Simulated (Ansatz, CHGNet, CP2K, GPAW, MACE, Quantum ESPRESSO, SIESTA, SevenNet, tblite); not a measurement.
## Quantum ESPRESSO on random packing of Ge88H12 (at. %) (106 atoms): settings against a plane-wave reference

Wanted: Quantum ESPRESSO inputs and outputs for random packing of Ge88H12 (at. %) (106 atoms), checked against a plane-wave reference.

Main program and level: Quantum ESPRESSO 7.5; the method is named at each step.

### Step 1. The structure

The cell holds 106 atoms: 93 Ge and 13 H. Its edges and angles: a = 12.793 Å, b = 12.793 Å, c = 12.793 Å, α = 90.0°, β = 90.0°, γ = 90.0°. 106 atoms (93 Ge, 13 H) packed at random in a cube at 5.37 g/cm³ and pushed apart as soft spheres; a start for melting by ab initio MD, not an equilibrated structure. Then every atom was moved at random, 0.02 Å r.m.s. a Cartesian component (hydrogen 0.6 of that).

The yardstick, on the same geometry:

```
method                 : Kohn-Sham DFT, PBE, PAW, plane waves (Ansatz 0.2.0); cutoff 420 eV, Γ point, fermi-dirac smearing of 0.05 eV; PAW set soft_2
r.m.s. force component : 1.277 eV/Å
longest force          : 5.402 eV/Å
pressure               : 8.304 GPa
SCF cycles             : 10
time                   : 37 s on 8 threads of Arm Neoverse V2, shared host
CPU time               : 4.7 min
```

### Step 2. PBE, sssp-1.3.0-efficiency, 45/360 Ry

Method: Kohn-Sham DFT, PBE, SSSP efficiency 1.3.0 pseudopotentials, plane waves.

pw.in reads:

```
&control
  calculation = 'scf'
  pseudo_dir = './pseudo'
  outdir = './tmp'
  disk_io = 'none'
  tprnfor = .true.
  tstress = .true.
/
&system
  ibrav = 0
  nat = 106
  ntyp = 2
  ecutwfc = 45
  ecutrho = 360
  nosym = .true.
  occupations = 'smearing'
  smearing = 'fd'
  degauss = 0.003675
/
&electrons
  conv_thr = 5.3e-07
  electron_maxstep = 100
  mixing_beta = 0.2
  mixing_mode = 'local-TF'
  diagonalization = 'david'
/
ATOMIC_SPECIES
Ge 72.630 Ge.upf
H 1.008 H.upf
CELL_PARAMETERS angstrom
12.79340 0.00000 0.00000
0.00000 12.79340 0.00000
0.00000 0.00000 12.79340
ATOMIC_POSITIONS crystal
Ge 0.43789 0.21142 0.30771
Ge 0.63750 0.51133 0.23205
Ge 0.97510 0.00002 0.11763
Ge 0.92511 0.47815 0.12389
Ge 0.40577 0.95093 0.40123
Ge 0.57192 0.37876 0.71556
Ge 0.35986 0.83384 0.90923
Ge 0.08752 0.02087 0.60428
Ge 0.38517 0.12131 0.66301
Ge 0.25301 0.04792 0.54663
Ge 0.08200 0.72165 0.83174
Ge 0.38533 0.27225 0.81933
Ge 0.95272 0.84457 0.89325
Ge 0.95161 0.78764 0.71378
Ge 0.23399 0.07291 0.93676
Ge 0.77954 0.47832 0.56325
Ge 0.07445 0.97299 0.42967
Ge 0.29292 0.40443 0.61864
Ge 0.63199 0.98629 0.47997
Ge 0.78868 0.10198 0.45827
Ge 0.28670 0.71163 0.49567
Ge 0.50372 0.51900 0.41276
Ge 0.69464 0.92401 0.97418
Ge 0.89227 0.99664 0.76725
Ge 0.46812 0.39366 0.05458
Ge 0.64523 0.10293 0.99090
Ge 0.28232 0.51116 0.27397
Ge 0.52422 0.94248 0.03542
Ge 0.75355 0.26149 0.78051
Ge 0.24363 0.10145 0.29543
Ge 0.75491 0.30971 0.14322
Ge 0.85560 0.16272 0.98240
Ge 0.35117 0.94560 0.69462
Ge 0.39259 0.35627 0.47120
Ge 0.69224 0.74569 0.20611
Ge 0.41045 0.04154 0.90328
Ge 0.51706 0.72052 0.83808
Ge 0.86114 0.32558 0.30739
Ge 0.77787 0.99220 0.11713
Ge 0.99030 0.29867 0.79003
Ge 0.53293 0.81460 0.37390
Ge 0.91856 0.79065 0.13790
Ge 0.91226 0.10279 0.26777
Ge 0.21514 0.73513 0.13248
Ge 0.91279 0.16277 0.69559
Ge 0.34717 0.87772 0.14722
Ge 0.65564 0.60499 0.03184
Ge 0.63107 0.18451 0.56269
Ge 0.13974 0.32053 0.67134
Ge 0.32950 0.51167 0.04877
Ge 0.03835 0.05314 0.93729
Ge 0.24862 0.84221 0.33536
Ge 0.65523 0.16493 0.31141
Ge 0.68633 0.33055 0.38545
Ge 0.12988 0.44061 0.48394
Ge 0.55457 0.77070 0.09121
[... 46 atom lines left out ...]
H 0.09694 0.20307 0.12432
H 0.93752 0.58098 0.85621
H 0.42612 0.86490 0.55210
H 0.26508 0.67832 0.89295
K_POINTS gamma
```

Command:

```
$ OMP_NUM_THREADS=1 mpirun -np 4 pw.x -in pw.in > output.txt
```

Log:

```text
Program PWSCF
     gamma-point specific algorithms are used
     one sub-group per band group will be used
     scalapack distributed-memory algorithm (size of sub-group:  2*  2 procs)
     Parallelization info
     sticks:   dense  smooth     PW     G-vecs:    dense   smooth      PW
     Min        4181    2087    522               407187   143960   18089
     Max        4184    2092    527               407190   143962   18090
     Sum       16729    8357   2093              1628755   575843   72359
     bravais-lattice index     =            0
     lattice parameter (alat)  =      24.1760  a.u.
     unit-cell volume          =   14130.4027 (a.u.)^3
     number of atoms/cell      =          106
     number of atomic types    =            2
     number of electrons       =      1315.00
     number of Kohn-Sham states=          790
     kinetic-energy cutoff     =      45.0000  Ry
     charge density cutoff     =     360.0000  Ry
     scf convergence threshold =      5.3E-07
     mixing beta               =       0.2000
     number of iterations used =            8  local-TF  mixing
     Exchange-correlation= PBE
                           (   1   4   3   4   0   0   0)
     crystal axes: (cart. coord. in units of alat)
               a(1) = (   1.000000   0.000000   0.000000 )
               a(2) = (   0.000000   1.000000   0.000000 )
               a(3) = (   0.000000   0.000000   1.000000 )
     reciprocal axes: (cart. coord. in units 2 pi/alat)
               b(1) = (  1.000000  0.000000  0.000000 )
               b(2) = (  0.000000  1.000000  0.000000 )
               b(3) = (  0.000000  0.000000  1.000000 )
     PseudoPot. # 1 for Ge:
     Pseudo is Ultrasoft + core correction, Zval = 14.0
     PseudoPot. # 2 for H :
     Pseudo is Ultrasoft, Zval =  1.0
     atomic species   valence    mass     pseudopotential
     Ge               14.00    72.63000     Ge( 1.00)
     H                 1.00     1.00800     H ( 1.00)
     No symmetry found
   Cartesian axes
     number of k points=     1  Fermi-Dirac smearing, width (Ry)=  0.0037
                       cart. coord. in units 2pi/alat
        k(    1) = (   0.0000000   0.0000000   0.0000000), wk =   2.0000000
     Dense  grid:   814378 G-vectors     FFT dimensions: ( 150, 150, 150)
     Smooth grid:   287922 G-vectors     FFT dimensions: ( 108, 108, 108)
     Initial potential from superposition of free atoms
     starting charge    1314.9186, renormalised to    1315.0000
     Starting wfcs are  850 randomized atomic wfcs
     Self-consistent Calculation
     iteration #  1     ecut=    45.00 Ry     beta= 0.20
     Threshold (ethr) on eigenvalues was too large:
     Diagonalizing with lowered threshold
     total energy              =  -19878.95660201 Ry
     estimated scf accuracy    <       2.16535636 Ry
     iteration #  2     ecut=    45.00 Ry     beta= 0.20
     total energy              =  -19878.49162063 Ry
     estimated scf accuracy    <       1.51569673 Ry
     iteration #  3     ecut=    45.00 Ry     beta= 0.20
     total energy              =  -19878.65068069 Ry
     estimated scf accuracy    <       0.12809482 Ry
     iteration #  4     ecut=    45.00 Ry     beta= 0.20
     total energy              =  -19878.65267580 Ry
     estimated scf accuracy    <       0.04408537 Ry
     iteration #  5     ecut=    45.00 Ry     beta= 0.20
     total energy              =  -19878.65391871 Ry
     estimated scf accuracy    <       0.00806986 Ry
     iteration #  6     ecut=    45.00 Ry     beta= 0.20
     total energy              =  -19878.65473479 Ry
     estimated scf accuracy    <       0.00112688 Ry
     iteration #  7     ecut=    45.00 Ry     beta= 0.20
     total energy              =  -19878.65477129 Ry
     estimated scf accuracy    <       0.00039949 Ry
     iteration #  8     ecut=    45.00 Ry     beta= 0.20
     total energy              =  -19878.65482034 Ry
     estimated scf accuracy    <       0.00003491 Ry
     iteration #  9     ecut=    45.00 Ry     beta= 0.20
     total energy              =  -19878.65482373 Ry
     estimated scf accuracy    <       0.00002407 Ry
     iteration # 10     ecut=    45.00 Ry     beta= 0.20
     total energy              =  -19878.65482782 Ry
     estimated scf accuracy    <       0.00000263 Ry
     iteration # 11     ecut=    45.00 Ry     beta= 0.20
     total energy              =  -19878.65482854 Ry
     estimated scf accuracy    <       0.00000157 Ry
     iteration # 12     ecut=    45.00 Ry     beta= 0.20
     End of self-consistent calculation
          k = 0.0000 0.0000 0.0000 ( 36180 PWs)   bands (ev):
   -16.7695 -16.7205 -16.7029 -16.6772 -16.6682 -16.6665 -16.6645 -16.6557
   -16.6535 -16.6449 -16.6307 -16.6293 -16.6182 -16.6144 -16.6134 -16.6025
   -16.6023 -16.5983 -16.5822 -16.5803 -16.5733 -16.5693 -16.5673 -16.5574
   -16.5542 -16.5530 -16.5497 -16.5491 -16.5475 -16.5454 -16.5420 -16.5390
   -16.5358 -16.5347 -16.5334 -16.5301 -16.5287 -16.5198 -16.5171 -16.5158
   -16.5147 -16.5130 -16.5093 -16.5080 -16.5016 -16.5006 -16.4976 -16.4950
   -16.4916 -16.4909 -16.4899 -16.4868 -16.4806 -16.4799 -16.4778 -16.4761
   -16.4752 -16.4713 -16.4700 -16.4682 -16.4652 -16.4620 -16.4614 -16.4606
   -16.4599 -16.4584 -16.4560 -16.4534 -16.4496 -16.4483 -16.4464 -16.4447
   -16.4437 -16.4388 -16.4364 -16.4354 -16.4341 -16.4327 -16.4310 -16.4301
   -16.4279 -16.4268 -16.4246 -16.4229 -16.4207 -16.4189 -16.4180 -16.4164
   -16.4151 -16.4143 -16.4135 -16.4124 -16.4069 -16.4061 -16.4057 -16.4038
[...]
12.0594  12.0707  12.1121  12.1986  12.2432  12.3225  12.3373  12.3686
    12.4157  12.4441  12.4707  12.4869  12.5392  12.5478  12.5677  12.6061
    12.6755  12.7250  12.7508  12.7778  12.8423  12.8879  12.9161  12.9778
    12.9950  13.0483  13.0937  13.1032  13.1414  13.1914  13.2700  13.3061
    13.3528  13.3938  13.4557  13.5395  13.5722  13.5872  13.6299  13.6953
    13.7318  13.7708  13.7889  13.8539  13.9187  13.9367
     the Fermi energy is     8.4770 ev
!    total energy              =  -19878.65483037 Ry
     estimated scf accuracy    <       0.00000010 Ry
     smearing contrib. (-TS)   =      -0.03215148 Ry
     internal energy E=F+TS    =  -19878.62267889 Ry
     The total energy is F=E-TS. E is the sum of the following terms:
     one-electron contribution =  -14040.49081298 Ry
     hartree contribution      =    8235.84346784 Ry
     xc contribution           =   -5429.65901616 Ry
     ewald contribution        =   -8644.31631759 Ry
     convergence has been achieved in  12 iterations
     Forces acting on atoms (cartesian axes, Ry/au):
     atom    1 type  1   force =     0.00862587   -0.03140895    0.03551738
     atom    2 type  1   force =     0.00284299   -0.00274937    0.00242552
     atom    3 type  1   force =    -0.01049617    0.02507022   -0.04521153
     atom    4 type  1   force =    -0.07905851   -0.04912147    0.01286578
     atom    5 type  1   force =    -0.01333625    0.03560718    0.03685290
     atom    6 type  1   force =    -0.00360065   -0.07309889   -0.08026226
     atom    7 type  1   force =    -0.03544825   -0.00148440    0.12028091
     atom    8 type  1   force =    -0.08735625   -0.05422250    0.17225173
     atom    9 type  1   force =    -0.03659706    0.09311992   -0.01306106
     atom   10 type  1   force =     0.10194233    0.01357785   -0.08317489
     atom   11 type  1   force =     0.09300081   -0.06397523   -0.02008476
     atom   12 type  1   force =    -0.01259525    0.00986316   -0.01809719
[...]
atom  102 type  2   force =     0.02774785   -0.01240152   -0.00076269
     atom  103 type  2   force =     0.00485915   -0.00001142    0.00899207
     atom  104 type  2   force =     0.00851010   -0.01809383    0.02812542
     atom  105 type  2   force =    -0.00670971    0.01372741   -0.02751468
     atom  106 type  2   force =     0.00181575    0.01758284   -0.00636858
     Total force =     0.885868     Total SCF correction =     0.001313
     Computing stress (Cartesian axis) and pressure
          total   stress  (Ry/bohr**3)                   (kbar)     P=       81.20
   0.00051043  -0.00005226   0.00004688           75.09       -7.69        6.90
  -0.00005226   0.00059800  -0.00003874           -7.69       87.97       -5.70
   0.00004688  -0.00003874   0.00054759            6.90       -5.70       80.55
     Message from routine punch:
     Nothing written, as per user request (disk_io='none')
```

Wall time 8.5 min (4 MPI ranks of Arm Neoverse V2, shared host); peak memory 7.6 GiB; 34 min of CPU time.

Banners, paths, timers and routine set-up lines are dropped from the logs unmarked, and long logs keep their key lines alone; longer cuts are marked.

Against the reference:

* r.m.s. force component: 1.277 eV/Å
* r.m.s. difference of force components: 2.478 meV/Å
* longest difference of force vectors: 10.56 meV/Å
* force difference over r.m.s. force: 0.194 %
* slope of forces against the reference's: 0.9999
* correlation of force components: 1
* pressure: 8.12 GPa
* pressure difference: -0.1835 GPa

Length of the force difference by element (eV/Å):

| element | atoms | mean | most |
| --- | --- | --- | --- |
| Ge | 93 | 0.0041 | 0.011 |
| H | 13 | 0.001 | 0.002 |

Local excerpt of 9 atoms (numbers count through the whole input) about Ge38, picked at random; x, y, z are measured from there.

| atom | x | y | z | distance (Å) | Fx | Fy | Fz (eV/Å) |
| --- | --- | --- | --- | --- | --- | --- | --- |
| Ge38 | 0.00 | 0.00 | 0.00 | 0.00 | 1.16 | -0.38 | -0.03 |
| Ge54 | -2.24 | 0.06 | 1.00 | 2.45 | -0.63 | 1.62 | 1.27 |
| Ge31 | -1.36 | -0.20 | -2.10 | 2.51 | 1.98 | 0.46 | -0.52 |
| Ge64 | 2.48 | 1.23 | -0.86 | 2.90 | 1.31 | -0.76 | 0.65 |
| Ge43 | 0.65 | -2.85 | -0.51 | 2.97 | -0.49 | 1.18 | 0.84 |
| H95 | -0.26 | 2.88 | 0.70 | 2.98 | 0.02 | 0.39 | 0.33 |
| Ge67 | 0.60 | -1.02 | 2.91 | 3.14 | -1.55 | 1.69 | -1.60 |
| Ge4 | 0.82 | 1.95 | -2.35 | 3.16 | -2.03 | -1.26 | 0.33 |
| Ge53 | -2.63 | -2.06 | 0.05 | 3.34 | -0.22 | -1.17 | -0.38 |

Forces lie 0.19 % from the reference's, at 7.2 times its CPU time (on 4 against 8 cores).

### Step 3. Summary of results

```json
{"force difference from the reference": "QE PBE, sssp-1.3.0-efficiency, 45/360 Ry, 0.19 %", "its CPU time": "34 min"}
```

In words: PBE on plane waves or a grid with other potentials, cutoffs or grids differs from the reference by 0.19 % (QE PBE, sssp-1.3.0-efficiency, 45/360 Ry) of the r.m.s. force; this holds the reference's own error, so differences of a few per cent don't tell which side is nearer the exact PBE result (QE's 45 Ry are 612 eV, against the reference's 420 eV). The electron count is odd in Ansatz plane waves (reference) and QE PBE, sssp-1.3.0-efficiency, 45/360 Ry, and they have no spin polarisation, so the unpaired electron is spread evenly over both spins. The reference's pressure of 8.3 GPa belongs to a cell and atoms that aren't relaxed at this level. The electron count is odd and the run has no spin polarisation, so levels at the top are partly filled by construction. The electronic-structure runs sample only Γ, in a cell whose shortest periodic width is 13 Å, which is coarse for a cell with partly filled levels.

[Also dropped from logs without a mark: logging warnings of Python, and SIESTA's first energy breakdown and zero terms.]

[Logs are printed without paths, hosts, clocks, repeated set-up lines and the standing remarks that a program may print on its own settings, such as how far it seeks lower states.]

[Hosts, paths, dates, database ids (printed as entryN), source tags and the programs' standing remarks are cut or masked in the printed files.]
